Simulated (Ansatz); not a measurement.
# BaPbO3 (model cell, started as cubic perovskite with Pb in the octahedra): following an unstable mode

Aim: this structure of BaPbO3 (model cell, started as cubic perovskite with Pb in the octahedra) is to be tested for unstable modes, and one is followed downhill.

Main program and level: Ansatz 0.2.0; DFT PBEsol, scalar-relativistic, plane waves, PAW; PAW set soft_1.

The structure was built from a prototype and need not be the compound's stable phase.

**1. Starting point**

The structure is cubic, space group Pm-3m (No. 221). The conventional cell has a = 4.281 Å, b = 4.281 Å, c = 4.281 Å, α = 90.00°, β = 90.00°, γ = 90.00°. Nearest to Ba lie 12 O at 3.03 Å. Nearest to Pb lie 6 O at 2.14 Å. Nearest to O lie 2 Pb at 2.14 Å and 4 Ba at 3.03 Å. Farther neighbours and most contacts between anions are not listed.

As a file:

```cif
data_structure
_symmetry_space_group_name_H-M 'P 1'
_symmetry_Int_Tables_number 1
_cell_length_a 4.2811
_cell_length_b 4.2811
_cell_length_c 4.2811
_cell_angle_alpha 90.000
_cell_angle_beta 90.000
_cell_angle_gamma 90.000
_cell_volume 78.46
loop_
_atom_site_label
_atom_site_type_symbol
_atom_site_fract_x
_atom_site_fract_y
_atom_site_fract_z
_atom_site_occupancy
Ba1 Ba 0.00000 0.00000 0.00000 1
Pb2 Pb 0.50000 0.50000 0.50000 1
O3 O 0.50000 0.50000 0.00000 1
O4 O 0.50000 0.00000 0.50000 1
O5 O 0.00000 0.50000 0.50000 1
```

**2. Phonons on a q mesh**

The cell comes from relaxations at this level that are not shown. Stability and thermal properties need the whole zone. Linear response on a 4×4×4 q mesh gives force constants as far as a supercell of that size would.

The input, input.yaml:

```yaml
crystal:
  lattice:
    - [4.2810551391, 0.0, 0.0]
    - [0.0, 4.2810551391, 0.0]
    - [0.0, 0.0, 4.2810551391]
  atoms:
    - { symbol: Ba, position: [0.0, 0.0, 0.0] }
    - { symbol: Pb, position: [0.5, 0.5, 0.5] }
    - { symbol: O, position: [0.5, 0.5, 0.0] }
    - { symbol: O, position: [0.5, 0.0, 0.5] }
    - { symbol: O, position: [0.0, 0.5, 0.5] }
kpoints:
  mp_grid: { grid: [8, 8, 8] }
hamiltonian:
  xc: pbesol
  pseudopotentials: { kind: paw, azcp: { folder: soft_1 }, xc_functional: pbe }
scf:
  occupations: { method: methfessel_paxton, width: 0.2 }
output:
  eigenvalues: true
phonons:
  method: dfpt
  qmesh: [4, 4, 4]
  temperatures: { t_max: 1000, t_step: 50 }
  qpath:
    path:
      - [[0.0, 0.0, 0.0], [0.0, 0.5, 0.0], [0.5, 0.5, 0.0], [0.0, 0.0, 0.0], [0.5, 0.5, 0.5], [0.0, 0.5, 0.0]]
      - [[0.5, 0.5, 0.5], [0.5, 0.5, 0.0]]
    npoints: 10
```

Started as:

```
$ ansatz run input.yaml --threads 4 --pin off --max-ram 16384MiB --backend cpu --events-out ev --progress --plain --runs-dir out
```

Numbers of over 12 decimals in the logs are rounded to 6 here.

The program printed:

```text
Engine: ansatz 0.2.0, aarch64-unknown-linux-gnu
Pseudopotentials: kind: paw
Pseudopotential: Ba, paw, valence charge 10, recommended cutoff 420 eV (normal), soft_1/Ba.paw.azcp
Pseudopotential: Pb, paw, valence charge 14, recommended cutoff 420 eV (normal), soft_1/Pb.paw.azcp
Pseudopotential: O, paw, valence charge 6, recommended cutoff 420 eV (normal), soft_1/O.paw.azcp
Functional definition: PBEsol
  exchange = pbesol_x
  correlation = pbesol_c
Crystal: 5 atoms, lattice volume = 78.461 Å³
Basis set: ecut = 420 eV, 1551 PW (Γ), exchange–correlation on 60×60×60 points (8 copies of the dense FFT grid, shifted against one another)
Bands: 26, of which v1, the nominal top of the filled ones, is band 21 counted from 1 (20 counted from 0)
Symmetry: 48 space group operations
k-points: 35 of 512
Non-local potential: Ba, projectors of the file, l = 0: 3, l = 1: 2, l = 2: 2, l = 3: 2
Non-local potential: Pb, projectors of the file, l = 0: 2, l = 1: 2, l = 2: 2, l = 3: 1
Non-local potential: O, projectors of the file, l = 0: 2, l = 1: 2, l = 2: 1
PAW form: soft (Blöchl's): semilocal exchange-correlation on the pseudo side does not see the compensation charge
PAW frozen core: Ba, regenerated for the run's functional, and the local potential with it (the file was generated under x = pbe(κ = 0.804, μ = 0.219515), c = pbe(β = 0.066725))
PAW frozen core: Pb, regenerated for the run's functional, and the local potential with it (the file was generated under x = pbe(κ = 0.804, μ = 0.219515), c = pbe(β = 0.066725))
PAW frozen core: O, regenerated for the run's functional, and the local potential with it (the file was generated under x = pbe(κ = 0.804, μ = 0.219515), c = pbe(β = 0.066725))
PAW one-centre angular grid: Ba, 194 points (default); XC on 64 Gauss nodes
PAW one-centre angular grid: Pb, 590 points (default); XC on 64 Gauss nodes
PAW one-centre angular grid: O, 110 points (default); XC on 64 Gauss nodes
Initial density: superposition of atomic densities (chi_scale 0.1, normalization cell, long waves kept (reshape's long-wave potential 0.00 eV rms))
Initial wavefunctions: pseudopotential atomic-orbital guess
Functional: x = pbesol(κ = 0.804, μ = 0.123457), c = pbesol(β = 0.046)
SCF iter   1: F=—  HF=-19304.939632 eV  |F-HF|=—  |Δ(HF+E_count)|=         —  Δρ=5.67e-2  dr2=3.60e0  ethr=3.10e-3  ⟨swp⟩=10.7  Hψ=5992  notcnv=0
preconditioner: auto → Resta (q_TF=auto, 2.458 Å⁻¹)  ε∞=4.8  [insulator: Δε(μ)=0.307 eV  Ē_g=13.648 eV  σ=0.200 eV  W_gap=0.63  n_scr=18 (ndim 8)  ℏωp=26.5 eV  f_vac=0.000  D(μ)=0.30/eV (n_scr^D=0)  ε∞_Penn≈4.8]
SCF iter   2: F=—  HF=-19304.046749 eV  |F-HF|=—  |Δ(HF+E_count)|=   8.93e-1  S|Δr|=    0.00e0  Δρ=3.21e-2  dr2=1.32e0  ethr=3.10e-3  ⟨swp⟩=3.8  Hψ=1927  notcnv=0  defer=31
SCF iter   3: F=—  HF=-19303.526392 eV  |F-HF|=—  |Δ(HF+E_count)|=   5.20e-1  S|Δr|=    0.00e0  Δρ=8.18e-3  dr2=8.00e-2  ethr=3.10e-3  ⟨swp⟩=4.2  Hψ=1755  notcnv=0  defer=31
SCF iter   4: F=—  HF=-19303.498131 eV  |F-HF|=—  |Δ(HF+E_count)|=   2.83e-2  S|Δr|=    0.00e0  Δρ=1.89e-3  dr2=2.66e-3  ethr=1.90e-4  ⟨swp⟩=3.4  Hψ=2088  notcnv=0  defer=32
SCF iter   5: F=—  HF=-19303.498125 eV  |F-HF|=—  |Δ(HF+E_count)|=   5.50e-6  S|Δr|=    0.00e0  Δρ=3.60e-4  dr2=1.24e-4  ethr=6.33e-6  ⟨swp⟩=2.6  Hψ=1545  notcnv=0  defer=31
SCF iter   6: F=—  HF=-19303.498115 eV  |F-HF|=—  |Δ(HF+E_count)|=   9.83e-6  S|Δr|=    0.00e0  Δρ=7.75e-5  dr2=3.54e-6  ethr=2.95e-7  ⟨swp⟩=2.7  Hψ=1755  notcnv=0  defer=31
SCF iter   7: F=—  HF=-19303.498121 eV  |F-HF|=—  |Δ(HF+E_count)|=   5.41e-6  S|Δr|=    0.00e0  Δρ=1.95e-5  dr2=2.82e-7  ethr=8.43e-9  ⟨swp⟩=2.2  Hψ=1512  notcnv=0  defer=31
SCF iter   8: F=—  HF=-19303.498121 eV  |F-HF|=—  |Δ(HF+E_count)|=   2.98e-7  S|Δr|=    0.00e0  Δρ=4.59e-6  dr2=1.93e-8  ethr=6.73e-10  ⟨swp⟩=2.0  Hψ=1355  notcnv=0  defer=31
SCF iter   9: F=—  HF=-19303.498121 eV  |F-HF|=—  |Δ(HF+E_count)|=   2.60e-8  S|Δr|=    0.00e0  Δρ=1.31e-6  dr2=1.48e-9  ethr=4.60e-11  ⟨swp⟩=2.5  Hψ=1740  notcnv=0  defer=31
SCF iter  10: F=—  HF=-19303.498121 eV  |F-HF|=—  |Δ(HF+E_count)|=  6.91e-11  S|Δr|=    0.00e0  Δρ=4.16e-7  dr2=8.10e-11  ethr=3.51e-12  ⟨swp⟩=2.1  Hψ=1555  notcnv=0  defer=31
SCF iter  11: F=-19303.498121 eV  HF=-19303.498121 eV  |F-HF|=3.64e-12  |Δ(HF+E_count)|=  1.09e-11  S|Δr|=    0.00e0  Δρ=6.86e-8  dr2=2.37e-12  ethr=1.00e-12  ⟨swp⟩=18.3  Hψ=7062  notcnv=0
SCF 1 converged in 11 iterations: F = -19303.498121 eV  dr2 = 2.37e-12
  greatest PAW one-centre occupation: 0.986 electrons in one spin orbital (limit 2), on the Pb atom at site 1 (counted from 0), in its partial waves of l = 2
Initial density: read from a saved state, or passed on in memory by an earlier SCF of this step, an earlier step, the calling program or the single point that the run made first
iter 1 solved again at ethr=6.15e-7 eV; its pass at ethr=3.10e-3 eV (dr2=2.58e-4 eV) is discarded
SCF iter   1: F=—  HF=-19303.498118 eV  |F-HF|=—  |Δ(HF+E_count)|=         —  Δρ=2.30e-6  dr2=1.75e-9  ethr=6.15e-7  ⟨swp⟩=3.5  Hψ=7894  notcnv=0
eigensolver tolerance schedule: the retry pair's looser diagonalisation over-reported the residual by 147337.85 of it (diagonalisation noise at an unbounded share of the residual, at the tolerance the schedule requests for it); recorded, not acted on — ethr = c·dr2/N_el stays at c = 1.0e-1
preconditioner: auto → Kerker (q_TF=auto, 2.458 Å⁻¹)  [metal: Δε(μ)=0.001 eV  Ē_g=15.630 eV  σ=0.200 eV  W_gap=0.01  n_scr=18 (ndim 8)  ℏωp=27.2 eV  f_vac=0.000  D(μ)=1.01/eV (n_scr^D=6)]
SCF iter   2: F=—  HF=-19303.498121 eV  |F-HF|=—  |Δ(HF+E_count)|=   3.29e-6  S|Δr|=    0.00e0  Δρ=1.13e-6  dr2=2.82e-10  ethr=4.17e-12  ⟨swp⟩=5.1  Hψ=2943  notcnv=0
SCF iter   3: F=—  HF=-19303.498121 eV  |F-HF|=—  |Δ(HF+E_count)|=  5.82e-11  S|Δr|=    0.00e0  Δρ=7.45e-7  dr2=1.38e-10  ethr=1.00e-12  ⟨swp⟩=1.2  Hψ=922  notcnv=0
SCF iter   4: F=—  HF=-19303.498121 eV  |F-HF|=—  |Δ(HF+E_count)|=  3.27e-11  S|Δr|=    0.00e0  Δρ=3.80e-7  dr2=4.68e-11  ethr=1.00e-12  ⟨swp⟩=1.1  Hψ=915  notcnv=0
SCF iter   5: F=—  HF=-19303.498121 eV  |F-HF|=—  |Δ(HF+E_count)|=  3.64e-12  S|Δr|=    0.00e0  Δρ=3.00e-7  dr2=3.02e-11  ethr=1.00e-12  ⟨swp⟩=1.1  Hψ=926  notcnv=0
SCF iter   6: F=—  HF=-19303.498121 eV  |F-HF|=—  |Δ(HF+E_count)|=  3.64e-12  S|Δr|=    0.00e0  Δρ=2.06e-7  dr2=1.41e-11  ethr=1.00e-12  ⟨swp⟩=1.2  Hψ=923  notcnv=0
SCF iter   7: F=-19303.498121 eV  HF=-19303.498121 eV  |F-HF|=7.28e-12  |Δ(HF+E_count)|=  7.28e-12  S|Δr|=    0.00e0  Δρ=5.83e-8  dr2=1.13e-12  ethr=1.00e-12  ⟨swp⟩=6.3  Hψ=3172  notcnv=0
SCF 2 converged in 7 iterations: F = -19303.498121 eV  dr2 = 1.13e-12
phonons: the bands overlap, so this run is a metal and interpolates without the dipole-dipole term. If the crystal is really an insulator or semiconductor, its LO-TO splitting is missing
NSCF: frozen V_eff on 35 k-points
NSCF: frozen V_eff on 125 k-points
DFPT response loops at q = (0, 0, 0) (fractional): preconditioner auto → Kerker (q_TF=auto, 2.458 Å⁻¹) (partly filled bands, converged f_vac=0.000); β = 1.00, the filter's whole step (`scf.mixing.beta` (0.50) is not read by the response loops under this deck's `scf.mixing.preconditioner`; to damp them name `kerker` or `kerker_dos`, under which they read `scf.mixing.beta`, and type it under 1.00, their step now; both keys bind the ground state too); Broyden in place of MSR1
NSCF: frozen V_eff on 400 k-points
DFPT response loops at q = (0, 0, 0.25) (fractional): mixed as the last ones told, above
NSCF: frozen V_eff on 250 k-points
DFPT response loops at q = (0, 0, -0.5) (fractional): mixed as the last ones told, above
NSCF: frozen V_eff on 640 k-points
DFPT response loops at q = (0, 0.25, 0.25) (fractional): mixed as the last ones told, above
NSCF: frozen V_eff on 400 k-points
DFPT response loops at q = (0, 0.25, -0.5) (fractional): mixed as the last ones told, above
NSCF: frozen V_eff on 250 k-points
DFPT response loops at q = (0, -0.5, -0.5) (fractional): mixed as the last ones told, above
NSCF: frozen V_eff on 1024 k-points
DFPT response loops at q = (0.25, 0.25, 0.25) (fractional): mixed as the last ones told, above
NSCF: frozen V_eff on 640 k-points
DFPT response loops at q = (0.25, 0.25, -0.5) (fractional): mixed as the last ones told, above
NSCF: frozen V_eff on 400 k-points
DFPT response loops at q = (0.25, -0.5, -0.5) (fractional): mixed as the last ones told, above
NSCF: frozen V_eff on 250 k-points
DFPT response loops at q = (-0.5, -0.5, -0.5) (fractional): mixed as the last ones told, above
SCF converged after 11 iterations
Stability not checked: this state was not tested for a lower state beside it, because cold or Methfessel-Paxton smearing, or corrected tetrahedra, fill the levels in a way that the test cannot read (fill_not_monotonic; see scf.lower_state_search)
Free energy (F): -19303.498121 eV
Harris-Foulkes:  -19303.498121 eV  (|F-HF|=3.64e-12)
Internal energy: -19303.509131 eV  (E = F + TS)
E sigma→0 (E₀):  -19303.500874 eV
Entropy (-TS):   0.011009 eV (2.202 meV/atom)
Fermi energy:    9.134061 eV
--- Per-component energies (eV) ---
  E_band       = -15.323754
  E_kinetic    = 958.980775
  E_local      = -2322.965442  (includes V_loc(G=0)·N_el)
  E_nonlocal   = 567.517973
  E_hartree    = 888.825932
  E_xc         = -608.539649
  E_vxc        = -533.905308  (∫ρ·V_xc dr)
  E_paw        = -15836.631384  (= ΣΔE_a)
  E_vpaw       = -462.605780  (= ΣTr[D̂ρ^β])
  E_aug_tail   = 0.002234  (compensation charges beyond the density's cutoff)
  E_ewald      = -2951.019041
  E_core_change = 0.319471  (= ΣΔE_core)
  E_smearing   = 0.011009  (= −TS)
  E_closure    = 0.000000  (closes the sum)
  Σ components = -19303.498121   (vs F -19303.498121, Δ=0.00e0)
--- Band table (eV; the first three rows and the last of 35) ---
  k-point 0: bands = [... 17 lower, 8.1491, 8.1491, 8.5168, 8.5168, 8.5168, 13.8035, 13.8035, 15.5004, ... 1 higher]
  k-point 1: bands = [... 17 lower, 8.1202, 8.1202, 8.4848, 8.4848, 8.9871, 14.0243, 14.0326, 15.7892, ... 1 higher]
  k-point 2: bands = [... 17 lower, 8.0626, 8.0626, 8.4094, 8.4094, 10.3012, 14.5672, 14.6167, 16.2366, ... 1 higher]
  k-point 34: bands = [... 17 lower, 9.0651, 9.0651, 9.1352, 9.1352, 13.9135, 13.9135, 13.9135, 15.8999, ... 1 higher]
--- Phonons (Γ-DFPT): 4 representative perturbations + reference (Σ response iterations 13) ---
  ASR residual: 4.663e-5 → 0.000e0 eV/Å²; symmetrization residual: 1.010e-6 eV/Å²
  ASR residual per site (eV/Å²): 1.21e-6 1.35e-6 4.66e-5 4.66e-5 4.66e-5
  Γ frequencies (cm⁻¹): 0.00 0.00 0.00 44.04 44.04 44.04 83.25 83.25 83.25 130.94 130.94 130.94 564.34 564.34 564.34
--- Phonons (arbitrary-q DFPT): 10 irreducible q on the 4×4×4 mesh ---
  q = [0.0000, 0.0000, 0.0000] (star 1, of the zone-centre solve; hermiticity 1.15e-7, symmetrization 1.92e-12): -0.00 0.00 0.00 44.04 44.04 44.04 83.25 83.25 83.25 130.94 130.94 130.94 564.34 564.34 564.34
  q = [0.0000, 0.0000, 0.2500] (star 6, 9 solved perturbations in 1560 linear systems a pass and spin channel, the states on 200 of 512 k-point pairs; hermiticity 2.70e-7, symmetrization 1.36e-12): 40.24 40.24 59.88 59.88 78.71 102.07 102.07 110.73 125.25 130.52 130.52 222.61 568.16 568.16 579.01
  q = [0.0000, 0.0000, -0.5000] (star 3, 9 solved perturbations in 975 linear systems a pass and spin channel, the states on 125 of 512 k-point pairs; hermiticity 1.26e-7, symmetrization 5.31e-13): 52.50 52.50 72.47 72.47 99.59 120.58 120.58 131.22 131.22 135.00 161.43 282.16 572.02 572.02 591.26
  q = [0.0000, 0.2500, 0.2500] (star 12, 9 solved perturbations in 2460 linear systems a pass and spin channel, the states on 320 of 512 k-point pairs; hermiticity 1.65e-7, symmetrization 1.53e-13): -80.03 35.87 51.64 76.12 77.70 97.10 116.53 124.20 132.11 162.94 168.76 264.71 501.39 572.10 626.68
  q = [0.0000, 0.2500, -0.5000] (star 12, 15 solved perturbations on 200 of 512 k-point pairs; hermiticity 2.03e-7, symmetrization 1.37e-14): -108.48 51.83 57.89 64.51 87.47 111.47 131.45 135.44 146.01 174.53 196.12 285.99 468.10 575.99 635.82
  q = [0.0000, -0.5000, -0.5000] (star 3, 9 solved perturbations in 975 linear systems a pass and spin channel, the states on 125 of 512 k-point pairs; hermiticity 9.90e-8, symmetrization 9.40e-14): -150.22 27.51 27.51 60.67 97.27 136.14 136.14 142.10 142.10 208.81 208.81 292.64 310.38 579.83 642.34
  q = [0.2500, 0.2500, 0.2500] (star 8, 4 solved perturbations in 1376 linear systems a pass and spin channel, the states on 512 of 512 k-point pairs; hermiticity 1.21e-7, symmetrization 2.25e-13): -99.26 -62.26 -62.26 56.67 56.67 73.53 141.93 148.71 148.71 195.12 195.12 270.90 503.84 503.84 646.45
  q = [0.2500, 0.2500, -0.5000] (star 12, 9 solved perturbations in 2460 linear systems a pass and spin channel, the states on 320 of 512 k-point pairs; hermiticity 1.78e-7, symmetrization 5.69e-13): -125.05 -93.47 -68.70 61.26 63.55 66.84 147.61 149.68 183.02 206.11 215.13 274.94 451.51 506.96 652.70
  q = [0.2500, -0.5000, -0.5000] (star 6, 9 solved perturbations in 1560 linear systems a pass and spin channel, the states on 200 of 512 k-point pairs; hermiticity 1.65e-7, symmetrization 2.15e-13): -157.67 -113.92 -113.92 63.82 63.82 65.68 150.33 184.54 184.54 226.15 226.15 268.53 316.06 493.27 656.45
  q = [-0.5000, -0.5000, -0.5000] (star 1, 4 solved perturbations in 350 linear systems a pass and spin channel, the states on 125 of 512 k-point pairs; hermiticity 2.88e-8, symmetrization 1.02e-13): -163.44 -163.44 -163.44 65.58 65.58 65.58 189.91 189.91 189.91 240.92 240.92 240.92 319.77 319.77 658.29
  sum rule: each row above includes the acoustic sum rule's correction from the zone centre's row sums; it moved no ω² by more than (0.89 cm⁻¹)²
  mesh force constants: q→R imaginary residual 1.21e-18; ASR residual 4.663e-5 → 0.000e0 eV/Å²; symmetrization residual 1.066e-14 eV/Å²
  interpolated dispersion: 62 rows × 15 modes
  density of states and harmonic sums: on the 16×16×16 q-mesh, interpolated from the force constants of a 4×4×4 supercell (no non-analytic term)
  largest difference from the sums on the solved wave vectors: F 7.51e-2 eV, S 9.08e-5 and C_V 2.16e-5 eV/K
  zero-point energy: 0.185082 eV/cell   skipped modes (ω ≤ 0): 251, of them read as no rigid motion or as one in doubt: 248 (1.552e0 modes/cell left out, lowest -163.44 cm⁻¹)   left out of the sums: 1.03e-1 of the cell's modes: C_V's classical limit lies that fraction below 3 k_B per atom; for a crystal, a wire or a layer, F and S can be off by more, and a phonons.interpolated_qmesh denser along its periods is the remedy for the sampling
```

The job ended after 13 min (4 threads of Arm Neoverse V1, shared host; peak memory 2.7 GiB; 52 min of CPU time).

The column dr2 measures how far the density is from self-consistency, as an energy; F and HF (Harris–Foulkes) agree once it is small.

This step gave:

* volume per atom: 15.69 Å³
* gap on the k-mesh: 0 eV
* sum-rule residual before enforcement: 4.66e-5 eV/Å²
* lowest frequency on the path: -163.4 cm⁻¹
* point group: m-3m
* highest frequency on the path or at a solved wavevector: 659.7 cm⁻¹
* highest optical mode at the zone centre (no LO-TO term): 564.3 cm⁻¹
* lowest optical zone-centre mode: 44.04 cm⁻¹
* lowest mode on the q mesh (acoustic modes at Γ apart): -163.4 cm⁻¹

Frequencies (cm⁻¹) solved at each irreducible wavevector; negative means imaginary. Frequencies by wavevector, by row:

| q in reciprocal lattice units | star | mode 1 | mode 2 | mode 3 | mode 4 | mode 13 | mode 14 | mode 15 |
| --- | --- | --- | --- | --- | --- | --- | --- | --- |
| 0 0 0 | 1 | 0 | 0 | 0 | 44 | 564.3 | 564.3 | 564.3 |
| 0 0 0.25 | 6 | 40.2 | 40.2 | 59.9 | 59.9 | 568.2 | 568.2 | 579 |
| 0 0 -0.5 | 3 | 52.5 | 52.5 | 72.5 | 72.5 | 572 | 572 | 591.3 |
| 0 0.25 0.25 | 12 | -80 | 35.9 | 51.6 | 76.1 | 501.4 | 572.1 | 626.7 |
| 0 0.25 -0.5 | 12 | -108.5 | 51.8 | 57.9 | 64.5 | 468.1 | 576 | 635.8 |
| 0 -0.5 -0.5 | 3 | -150.2 | 27.5 | 27.5 | 60.7 | 310.4 | 579.8 | 642.3 |
| 0.25 0.25 0.25 | 8 | -99.3 | -62.3 | -62.3 | 56.7 | 503.8 | 503.8 | 646.5 |
| 0.25 0.25 -0.5 | 12 | -125 | -93.5 | -68.7 | 61.3 | 451.5 | 507 | 652.7 |
| 0.25 -0.5 -0.5 | 6 | -157.7 | -113.9 | -113.9 | 63.8 | 316.1 | 493.3 | 656.5 |
| -0.5 -0.5 -0.5 | 1 | -163.4 | -163.4 | -163.4 | 65.6 | 319.8 | 319.8 | 658.3 |

Interpolated from a 4×4×4 q mesh. Phonon branches along the path, in cm⁻¹:

| point | branch 1 | branch 2 | branch 3 | branch 4 | branch 12 | branch 13 | branch 14 | branch 15 |
| --- | --- | --- | --- | --- | --- | --- | --- | --- |
| Γ | 0 | 0 | 0 | 44 | 131 | 564 | 564 | 564 |
| halfway | 40 | 40 | 60 | 60 | 223 | 568 | 568 | 579 |
| X | 52 | 52 | 72 | 72 | 282 | 572 | 572 | 591 |
| halfway | -108 | 52 | 58 | 64 | 286 | 468 | 576 | 636 |
| M | -150 | 28 | 28 | 61 | 293 | 310 | 580 | 642 |
| halfway | -80 | 36 | 52 | 76 | 265 | 501 | 572 | 627 |
| Γ | 0 | 0 | 0 | 44 | 131 | 564 | 564 | 564 |
| halfway | -99 | -62 | -62 | 57 | 271 | 504 | 504 | 646 |
| R | -163 | -163 | -163 | 66 | 241 | 320 | 320 | 658 |
| halfway | -125 | -94 | -69 | 61 | 275 | 452 | 507 | 653 |
| X | 52 | 52 | 72 | 72 | 282 | 572 | 572 | 591 |
| jump to R | -163 | -163 | -163 | 66 | 241 | 320 | 320 | 658 |
| halfway | -158 | -114 | -114 | 64 | 268 | 316 | 493 | 656 |
| M | -150 | 28 | 28 | 61 | 293 | 310 | 580 | 642 |

Symmetry leaves 10 wavevectors to solve. The lowest mode among them, the acoustic zeros apart, lies at q = (-0.5, -0.5, -0.5) and is imaginary, 163.4i cm⁻¹, so the energy falls along it.

[end of part 1 of 3]

[Logs are printed without paths, hosts, clocks, repeated set-up lines and the standing remarks that a program may print on its own settings, such as how far it seeks lower states.]

[Hosts, paths, dates, database ids (printed as entryN), source tags and the programs' standing remarks are cut or masked in the printed files.]
